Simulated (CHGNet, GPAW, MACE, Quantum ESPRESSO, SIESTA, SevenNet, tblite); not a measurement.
# Running (16,0) blue phosphorene nanotube (64 atoms) with SIESTA

Wanted: SIESTA inputs and outputs for (16,0) blue phosphorene nanotube (64 atoms), checked against a plane-wave reference.

Method: the method is named at each step, in SIESTA 5.4.2.

## Step 1: The starting structure

The cell holds 64 atoms: 64 P. Cell: a = 26.945 Å, b = 26.945 Å, c = 5.681 Å, α = 90.0°, β = 90.0°, γ = 90.0°. It derives from P (blue phosphorene). Blue phosphorene sheet (a = 3.28 Å) rolled into a (16,0) tube of diameter 16.70 Å, 1 period, 9 Å of vacuum; not relaxed, displaced by a Gaussian of 0.02 Å. Then every atom was moved at random, 0.03 Å r.m.s. a Cartesian component. Vacuum lies along a and b. The structure's axis is c.

The yardstick, on the same geometry:

```
method                                           : Kohn-Sham DFT, PBE, SSSP efficiency 1.3.0 pseudopotentials, plane waves (Quantum ESPRESSO 7.5); sssp-pbe-1.3.0-efficiency, cutoffs 45/360 Ry, Γ point
r.m.s. force component                           : 0.7003 eV/Å
longest force                                    : 2.63 eV/Å
gap (highest filled to lowest empty level) : 1.726 eV
time                                             : 3.7 min on 8 MPI ranks of Arm Neoverse V2, shared host
CPU time                                         : 30 min
```

## Step 2: PBE, DZP, shift 0.01 Ry, mesh 300 Ry

Method: Kohn-Sham DFT, PBE, PseudoDojo 0.4.1 norm-conserving pseudopotentials (converted to PSML), numerical atomic orbitals (DZP), diagonalisation.

The .psml files are PseudoDojo norm-conserving potentials that we converted to this format, checked against plane waves on the same files for H, C, O, Si, Ge and Ca alone.

Input file input.fdf:

```
SystemLabel cell
NumberOfAtoms 64
NumberOfSpecies 1
%block ChemicalSpeciesLabel
  1 15 P
%endblock ChemicalSpeciesLabel
LatticeConstant 1.0 Ang
%block LatticeVectors
  26.94490 0.00000 0.00000
  0.00000 26.94490 0.00000
  0.00000 0.00000 5.68113
%endblock LatticeVectors
PAO.BasisSize DZP
PAO.EnergyShift 0.01 Ry
XC.Functional GGA
XC.Authors PBE
MeshCutoff 300 Ry
%block kgrid_Monkhorst_Pack
  1 0 0 0.0
  0 1 0 0.0
  0 0 1 0.0
%endblock kgrid_Monkhorst_Pack
SolutionMethod diagon
OccupationFunction FD
ElectronicTemperature 580 K
SCF.Mixer.Method Pulay
SCF.Mixer.Weight 0.05
SCF.Mixer.History 8
SCF.Mix Hamiltonian
MaxSCFIterations 300
SCF.DM.Tolerance 1e-04
SCF.H.Tolerance 1.0e-3 eV
WriteForces T
Write.HirshfeldPop T
Write.VoronoiPop T
Write.DM F
Write.H F
XML.Write F
AtomicCoordinatesFormat Fractional
%block AtomicCoordinatesAndAtomicSpecies
  0.83251 0.49879 0.33494 1
  0.78090 0.55614 0.15912 1
  0.80906 0.62568 0.33530 1
  0.73952 0.66002 0.16697 1
  0.82613 0.56229 0.84201 1
  0.76373 0.60943 0.66938 1
  0.73347 0.73365 0.31761 1
  0.65950 0.74047 0.16506 1
  0.77699 0.68513 0.82647 1
  0.70249 0.70161 0.67000 1
  0.62763 0.80805 0.33780 1
  0.55845 0.78179 0.19059 1
  0.68458 0.77612 0.83264 1
  0.61221 0.76363 0.66687 1
  0.49854 0.83229 0.31671 1
  0.44154 0.78262 0.16818 1
  0.56456 0.82550 0.83679 1
  0.50070 0.78563 0.66630 1
  0.37470 0.80614 0.32849 1
  0.34086 0.74001 0.17381 1
  0.43534 0.82672 0.82596 1
  0.38849 0.76231 0.65346 1
  0.26427 0.73639 0.33120 1
  0.26379 0.65854 0.16406 1
  0.31561 0.77724 0.82912 1
  0.29598 0.70098 0.65864 1
  0.19301 0.62823 0.32963 1
  0.21805 0.55581 0.17305 1
  0.22675 0.68709 0.83917 1
  0.23517 0.60672 0.66928 1
  0.16646 0.49777 0.33192 1
  0.21899 0.44466 0.16805 1
  0.17445 0.56525 0.83681 1
  0.21229 0.50204 0.65604 1
  0.19101 0.37174 0.33188 1
  0.26216 0.34288 0.17148 1
  0.17206 0.43546 0.84378 1
  0.23594 0.39112 0.66561 1
  0.26370 0.26458 0.33504 1
  0.33942 0.25842 0.17038 1
  0.22328 0.31557 0.82830 1
  0.29522 0.29770 0.67346 1
  0.37448 0.19226 0.33188 1
  0.44652 0.21937 0.17257 1
  0.31606 0.22544 0.83752 1
  0.39173 0.23531 0.66587 1
  0.50185 0.16802 0.33157 1
  0.55631 0.21649 0.16351 1
  0.43407 0.17311 0.83328 1
  0.50223 0.21408 0.67030 1
  0.62385 0.19179 0.33071 1
  0.65976 0.26117 0.17302 1
  0.56600 0.17075 0.83563 1
  0.60823 0.23624 0.66593 1
  0.73463 0.26417 0.32165 1
  0.73869 0.34020 0.15881 1
[... 4 atom lines left out ...]
  0.77809 0.31584 0.83934 1
  0.76459 0.38982 0.66022 1
  0.82562 0.43465 0.83675 1
  0.78790 0.49996 0.66010 1
%endblock AtomicCoordinatesAndAtomicSpecies
```

Started as:

```
OMP_NUM_THREADS=1 siesta < input.fdf > output.txt
```

What it wrote:

```text
Version         : 5.4.2
reinit: System Name:
reinit: System Label: cell
initatom: Reading input for the pseudopotentials and atomic orbitals ----------
Species number:   1 Atomic number:   15 Label: P
Ground state valence configuration (from tables):   3s02  3p03  3d00  4f00
---- Processing specs for species: P
GGA--PBE XC_GGA_X_PBE--XC_GGA_C_PBE pb
P pseudopotential only contains V_ls up to l=2 -- lmxkb reset.
Using PAO.SplitTailNorm
%block ChemicalSpeciesLabel
    1   15 P                       # Species index, atomic number, species label
%endblock ChemicalSpeciesLabel
%block PAO.Basis                 # Define Basis set
P                     2                    # Species label, number of l-shells
 n=3   0   2                         # n, l, Nzeta
   4.859      3.414
   1.000      1.000
 n=3   1   2 P   1                   # n, l, Nzeta, Polarization, NzetaPol
   6.081      4.321
   1.000      1.000
%endblock PAO.Basis
coor:   Atomic-coordinates input format  =     Fractional
siesta: System type = chain
initatomlists: Number of atoms, orbitals, and projectors:     64   832  1152
siesta: ******************** Simulation parameters ****************************
Total number of electrons:   320.000000
Total ionic charge:   320.000000
 Kpoints in:            1 . Kpoints trimmed:            1
siesta: k-grid: Number of k-points = 1
siesta: k-points from Monkhorst-Pack grid
siesta: k-cutoff (effective) =     2.841 Ang
siesta: k-point supercell and displacements
siesta: k-grid:     1     0     0      0.000
siesta: k-grid:     0     1     0      0.000
siesta: k-grid:     0     0     1      0.000
                     ====================================
                        Single-point calculation
                     ====================================
outcell: Unit cell vectors (Ang):
       26.944900    0.000000    0.000000
        0.000000   26.944900    0.000000
        0.000000    0.000000    5.681130
outcell: Cell vector modules (Ang)   :   26.944900   26.944900    5.681130
outcell: Cell angles (23,13,12) (deg):     90.0000     90.0000     90.0000
outcell: Cell volume (Ang**3)        :   4124.6574
Gamma-point calculation with interaction between periodic images
Gamma-point calculation with interaction between periodic images
Some features might not work optimally:
Some features might not work optimally:
e.g. DM initialization from atomic data
e.g. DM initialization from atomic data
new_DM -- step:     1
Initializing Density Matrix...
Attempting to read DM from file... Failed...
DM filled with atomic data:
InitMesh: MESH = 288 x 288 x 60 = 4976640
InitMesh: Mesh cutoff (required, used) =   300.000   308.273 Ry
stepf: Fermi-Dirac step function
        iscf     Eharris(eV)        E_KS(eV)     FreeEng(eV)     dDmax    Ef(eV) dHmax(eV)
   scf:    1   -12023.515332   -12033.219071   -12033.219071  0.837922 -3.764549  1.627518
   scf:    2   -12034.047424   -12033.639591   -12033.639591  0.006471 -3.811407  1.395383
   scf:    3   -12036.344306   -12035.325337   -12035.325337  0.048997 -4.073068  0.737684
   scf:    4   -12035.478531   -12035.441572   -12035.441572  0.018357 -4.165728  0.086125
   scf:    5   -12035.445845   -12035.445307   -12035.445308  0.002889 -4.150122  0.111893
   scf:    6   -12035.459471   -12035.453524   -12035.453525  0.002946 -4.159741  0.053893
   scf:    7   -12035.460123   -12035.457262   -12035.457262  0.002398 -4.153756  0.035770
   scf:    8   -12035.459397   -12035.458571   -12035.458571  0.001765 -4.155212  0.029182
   scf:    9   -12035.458859   -12035.458748   -12035.458748  0.000413 -4.155196  0.009787
   scf:   10   -12035.458836   -12035.458802   -12035.458803  0.000191 -4.153666  0.002989
   scf:   11   -12035.458810   -12035.458806   -12035.458806  0.000024 -4.153456  0.002792
   scf:   12   -12035.458830   -12035.458819   -12035.458820  0.000098 -4.152860  0.001602
   scf:   13   -12035.458824   -12035.458822   -12035.458822  0.000032 -4.152725  0.001220
   scf:   14   -12035.458823   -12035.458822   -12035.458823  0.000031 -4.152509  0.000705
SCF Convergence by DM+H criterion
max |DM_out - DM_in|         :     0.0000308149
max |H_out - H_in|      (eV) :     0.0007047431
SCF cycle converged after 14 iterations
Using DM_out to compute the final energy and forces
siesta: E_KS(eV) =           -12035.4588
siesta: E_KS - E_eggbox =    -12035.4588
siesta: Atomic forces (eV/Ang):
     1    1.027808    0.476095   -0.009333
     2   -0.616073   -0.451349    0.428413
     3    0.119803    0.500652    0.555558
     4   -0.089319   -1.275539   -1.213579
     5    0.910738    0.874598   -0.323681
     6    0.205602   -0.441516   -0.569723
     7    1.209817    1.456037    1.956041
     8   -1.044866   -0.939049   -0.942122
     9    0.833017    0.234337    0.761651
    10   -0.428555   -0.195953   -0.959581
    11    1.156186    1.412157    1.140977
    12   -1.177887   -1.074785   -1.998203
[...]
60   -0.443034   -0.772931   -0.209211
    61    0.655911   -0.465467   -0.143190
    62   -0.385680    0.260173    0.176313
    63    0.533367   -0.140080    0.284615
    64   -0.875665   -0.277805   -0.077646
----------------------------------------
   Tot    0.002203   -0.000067   -0.002256
----------------------------------------
   Max    2.176996
   Res    0.803137    sqrt( Sum f_i^2 / 3N )
----------------------------------------
   Max    2.176996    constrained
Stress tensor Voigt[x,y,z,yz,xz,xy] (kbar):      -22.75      -17.87       26.47       -1.09        0.55       -0.57
(Free)E + p*V (eV/cell)   -12023.3165
Target enthalpy (eV/cell)   -12035.4588
siesta: Program's energy decomposition (eV):
siesta: Ebs     =     -3385.111245
siesta: Eions   =     23152.180779
siesta: Ena     =      8337.204509
siesta: Ekin    =      4369.813220
siesta: Enl     =      1791.945893
siesta: DEna    =       166.640982
siesta: DUscf   =         7.720366
siesta: Ex      =     -3173.359991
siesta: Ec      =      -383.243024
siesta: Exc     =     -3556.603014
siesta: Eharris =    -12035.458823
siesta: Etot    =    -12035.458822
siesta: FreeEng =    -12035.458823
siesta: Final energy (eV):
siesta:  Band Struct. =   -3385.111245
siesta:       Kinetic =    4369.813220
siesta:       Hartree =   28335.781614
siesta:         Exch. =   -3173.359991
siesta:         Corr. =    -383.243024
siesta:   Exch.-corr. =   -3556.603014
siesta:  Ion-electron =  -60567.030298
siesta:       Ion-ion =   19382.579656
siesta:         Total =  -12035.458822
siesta:         Fermi =      -4.152509
siesta: Stress tensor (static) (eV/Ang**3):
siesta:    -0.014202   -0.000359    0.000346
siesta:    -0.000359   -0.011153   -0.000680
siesta:     0.000346   -0.000680    0.016524
siesta: Cell volume =       4124.657384 Ang**3
siesta: Pressure (static):
siesta:                Solid            Molecule  Units
siesta:           0.00003206         -0.00007464  Ry/Bohr**3
siesta:           0.00294383         -0.00685294  eV/Ang**3
siesta:           4.71652968        -10.97962287  kBar
    Orbital volume contribution        =          33.965791 eV
    (Free)E + p_basis*V_orbitals       =      -12001.493032 eV
    (Free)Eharris+ p_basis*V_orbitals  =      -12001.493032 eV
siesta: Electric dipole (a.u.)  =   -0.106244   -0.121661    0.000000
siesta: Electric dipole (Debye) =   -0.270044   -0.309232    0.000000
Hirshfeld Atomic Populations:
Atom #   charge [q] valence [e]  Species
     1    -0.008034    5.008034  P
     2     0.005725    4.994275  P
     3     0.004341    4.995659  P
     4    -0.000272    5.000272  P
     5    -0.009281    5.009281  P
     6     0.013067    4.986933  P
     7    -0.007970    5.007970  P
     8    -0.000555    5.000555  P
     9    -0.004617    5.004617  P
    10     0.011428    4.988572  P
    11    -0.002270    5.002270  P
    12    -0.006372    5.006372  P
[...]
--------------------
 Total     0.000003
Voronoi Atomic Populations:
Atom #   charge [q] valence [e]  Species
[...]
60     0.016803    4.983197  P
    61    -0.012500    5.012500  P
    62     0.007705    4.992295  P
    63    -0.010352    5.010352  P
    64     0.000600    4.999400  P
--------------------
 Total     0.000003
```

It took 2.2 min on 1 thread of Arm Neoverse V2, shared host; peak memory 1.2 GiB.

Banners, paths, timers and routine set-up lines are dropped from the logs unmarked, and long logs keep their key lines alone; longer cuts are marked.

Against the reference:

```
r.m.s. force component                           : 0.8031 eV/Å
r.m.s. difference of force components            : 251.6 meV/Å
longest difference of force vectors              : 547.2 meV/Å
force difference over r.m.s. force               : 35.93 %
slope of forces against the reference's          : 1.093
correlation of force components                  : 0.9531
gap (highest filled to lowest empty level) : 1.635 eV
gap difference                                   : -0.0908 eV
```

This run lies far from the reference in forces at the same functional.

Levels nearest the highest filled one (eV from it): -0.47, -0.45, -0.40, -0.40, -0.37, -0.34, -0.29, -0.23, -0.21, -0.16, -0.11, 0.00, 1.63, 1.82, 1.85, 1.91, 1.94, 2.00, 2.04, 2.12, 2.17, 2.25, 2.27, 2.48.

A closer look about P19, which bears the longest force: 10 atoms, nearest first, numbered in the order of the input, with positions taken from that point.

| atom | x | y | z | distance (Å) | bonds | Hirshfeld charge (e) | Fx | Fy | Fz (eV/Å) |
| --- | --- | --- | --- | --- | --- | --- | --- | --- | --- |
| P19 | 0.00 | 0.00 | 0.00 | 0.00 | 3 | -0.01 | -1.64 | 2.18 | 1.50 |
| P16 | 1.80 | -0.63 | -0.91 | 2.12 | 3 | -0.01 | 1.53 | -1.46 | -1.90 |
| P20 | -0.91 | -1.78 | -0.88 | 2.19 | 3 | 0.00 | -0.13 | -1.09 | -1.46 |
| P22 | 0.37 | -1.18 | 1.85 | 2.22 | 3 | 0.01 | 1.06 | 0.09 | 0.21 |
| P21 | 1.63 | 0.55 | 2.83 | 3.31 | 3 | 0.00 | -0.43 | -0.05 | 0.41 |
| P21 | 1.63 | 0.55 | -2.85 | 3.34 | 3 | 0.00 | -0.43 | -0.05 | 0.41 |
| P25 | -1.59 | -0.78 | -2.84 | 3.35 | 3 | 0.00 | -0.62 | -0.12 | 0.56 |
| P25 | -1.59 | -0.78 | 2.84 | 3.35 | 3 | 0.00 | -0.62 | -0.12 | 0.56 |
| P15 | 3.34 | 0.70 | -0.07 | 3.41 | 3 | -0.01 | 0.32 | 1.18 | 1.78 |
| P23 | -2.98 | -1.88 | 0.02 | 3.52 | 3 | 0.00 | -0.47 | 0.27 | 0.50 |

Forces lie 36 % from the reference's, at 0.074 times its CPU time (on 1 against 8 cores).

## Step 3: PBE, SZP, shift 0.01 Ry, mesh 300 Ry

Method: Kohn-Sham DFT, PBE, PseudoDojo 0.4.1 norm-conserving pseudopotentials (converted to PSML), numerical atomic orbitals (SZP), diagonalisation.

Changes to input.fdf since step 2:

```diff
@@ -12,3 +12,3 @@
 %endblock LatticeVectors
-PAO.BasisSize DZP
+PAO.BasisSize SZP
 PAO.EnergyShift 0.01 Ry
```

What it wrote:

```text
Version         : 5.4.2
reinit: System Name:
reinit: System Label: cell
initatom: Reading input for the pseudopotentials and atomic orbitals ----------
Species number:   1 Atomic number:   15 Label: P
Ground state valence configuration (from tables):   3s02  3p03  3d00  4f00
---- Processing specs for species: P
GGA--PBE XC_GGA_X_PBE--XC_GGA_C_PBE pb
[... lines left out ...]
        iscf     Eharris(eV)        E_KS(eV)     FreeEng(eV)     dDmax    Ef(eV) dHmax(eV)
[... lines left out ...]
SCF Convergence by DM+H criterion
[... lines left out ...]
SCF cycle converged after 13 iterations
[... lines left out ...]
   Max    3.927439
[... lines left out ...]
   Max    3.927439    constrained
Stress tensor Voigt[x,y,z,yz,xz,xy] (kbar):      -41.72      -35.13       12.60       -1.36        0.70       -0.37
[... lines left out ...]
siesta: FreeEng =    -12012.605190
[... lines left out ...]
siesta:         Fermi =      -4.114038
[... lines left out ...]
siesta: Pressure (static):
siesta:                Solid            Molecule  Units
siesta:           0.00014558         -0.00004394  Ry/Bohr**3
siesta:           0.01336659         -0.00403396  eV/Ang**3
siesta:          21.41564431         -6.46312099  kBar
    Orbital volume contribution        =          27.991266 eV
    (Free)E + p_basis*V_orbitals       =      -11984.613924 eV
    (Free)Eharris+ p_basis*V_orbitals  =      -11984.613926 eV
siesta: Electric dipole (a.u.)  =   -0.113550   -0.157250    0.000000
siesta: Electric dipole (Debye) =   -0.288615   -0.399690    0.000000
Hirshfeld Atomic Populations:
Atom #   charge [q] valence [e]  Species
     1    -0.005907    5.005907  P
     2     0.003162    4.996838  P
     3     0.008285    4.991715  P
[...]
--------------------
 Total    -0.000018
Voronoi Atomic Populations:
Atom #   charge [q] valence [e]  Species
[...]
63    -0.006312    5.006312  P
    64    -0.003677    5.003677  P
--------------------
 Total    -0.000018
```

It took 1.7 min on 1 thread; peak memory 1.1 GiB.

Numbers from this run, and their distance from the reference:

```
r.m.s. force component                           : 1.449 eV/Å
r.m.s. difference of force components            : 1079 meV/Å
longest difference of force vectors              : 2498 meV/Å
force difference over r.m.s. force               : 154.1 %
slope of forces against the reference's          : 1.452
correlation of force components                  : 0.702
gap (highest filled to lowest empty level) : 1.378 eV
gap difference                                   : -0.3479 eV
```

This is a coarse setting, run to see what it loses.

Against the first run (36 %), the force difference from the reference is 154 %, at 0.79 times the CPU time, with 576 basis functions against 832: the smaller basis costs accuracy.

## Step 4: PBE, DZP, shift 0.04 Ry, mesh 300 Ry

Method: Kohn-Sham DFT, PBE, PseudoDojo 0.4.1 norm-conserving pseudopotentials (converted to PSML), numerical atomic orbitals (DZP), diagonalisation.

Changes to input.fdf since step 3:

```diff
@@ -12,4 +12,4 @@
 %endblock LatticeVectors
-PAO.BasisSize SZP
-PAO.EnergyShift 0.01 Ry
+PAO.BasisSize DZP
+PAO.EnergyShift 0.04 Ry
 XC.Functional GGA
```

What it wrote:

```text
Version         : 5.4.2
reinit: System Name:
reinit: System Label: cell
initatom: Reading input for the pseudopotentials and atomic orbitals ----------
Species number:   1 Atomic number:   15 Label: P
Ground state valence configuration (from tables):   3s02  3p03  3d00  4f00
---- Processing specs for species: P
GGA--PBE XC_GGA_X_PBE--XC_GGA_C_PBE pb
[... lines left out ...]
        iscf     Eharris(eV)        E_KS(eV)     FreeEng(eV)     dDmax    Ef(eV) dHmax(eV)
[... lines left out ...]
SCF Convergence by DM+H criterion
[... lines left out ...]
SCF cycle converged after 16 iterations
[... lines left out ...]
   Max    2.047251
[... lines left out ...]
   Max    2.047251    constrained
Stress tensor Voigt[x,y,z,yz,xz,xy] (kbar):       -7.08       -2.02       54.08       -1.10        0.57       -0.56
[... lines left out ...]
siesta: FreeEng =    -11984.590144
[... lines left out ...]
siesta:         Fermi =      -2.420973
[... lines left out ...]
siesta: Pressure (static):
siesta:                Solid            Molecule  Units
siesta:          -0.00010191         -0.00013682  Ry/Bohr**3
siesta:          -0.00935690         -0.01256198  eV/Ang**3
siesta:         -14.99141103        -20.12651196  kBar
    Orbital volume contribution        =          19.510353 eV
    (Free)E + p_basis*V_orbitals       =      -11965.079792 eV
    (Free)Eharris+ p_basis*V_orbitals  =      -11965.079792 eV
siesta: Electric dipole (a.u.)  =   -0.100519   -0.108216    0.000000
siesta: Electric dipole (Debye) =   -0.255493   -0.275057    0.000000
Hirshfeld Atomic Populations:
Atom #   charge [q] valence [e]  Species
     1    -0.002803    5.002803  P
     2     0.001704    4.998296  P
     3     0.009112    4.990888  P
[...]
--------------------
 Total    -0.000045
Voronoi Atomic Populations:
Atom #   charge [q] valence [e]  Species
[...]
63    -0.003097    5.003097  P
    64    -0.006761    5.006761  P
--------------------
 Total    -0.000045
```

Elapsed: 87 s, on 1 thread; peak memory 0.98 GiB.

Compared with the plane-wave run:

```
r.m.s. force component                           : 0.7803 eV/Å
r.m.s. difference of force components            : 190.3 meV/Å
longest difference of force vectors              : 565.3 meV/Å
force difference over r.m.s. force               : 27.17 %
slope of forces against the reference's          : 1.084
correlation of force components                  : 0.9727
gap (highest filled to lowest empty level) : 1.495 eV
gap difference                                   : -0.2302 eV
```

This is a coarse setting, run to see what it loses.

Against the first run (36 %), the force difference from the reference is 27 %, at 0.66 times the CPU time: tighter orbitals come nearer here, likely by a cancellation of errors.

(Part 1 of 2 ends here.)

[Also dropped from logs without a mark: logging warnings of Python, and SIESTA's first energy breakdown and zero terms.]

[Logs are printed without paths, hosts, clocks, repeated set-up lines and the standing remarks that a program may print on its own settings, such as how far it seeks lower states.]

[Hosts, paths, dates, database ids (printed as entryN), source tags and the programs' standing remarks are cut or masked in the printed files.]
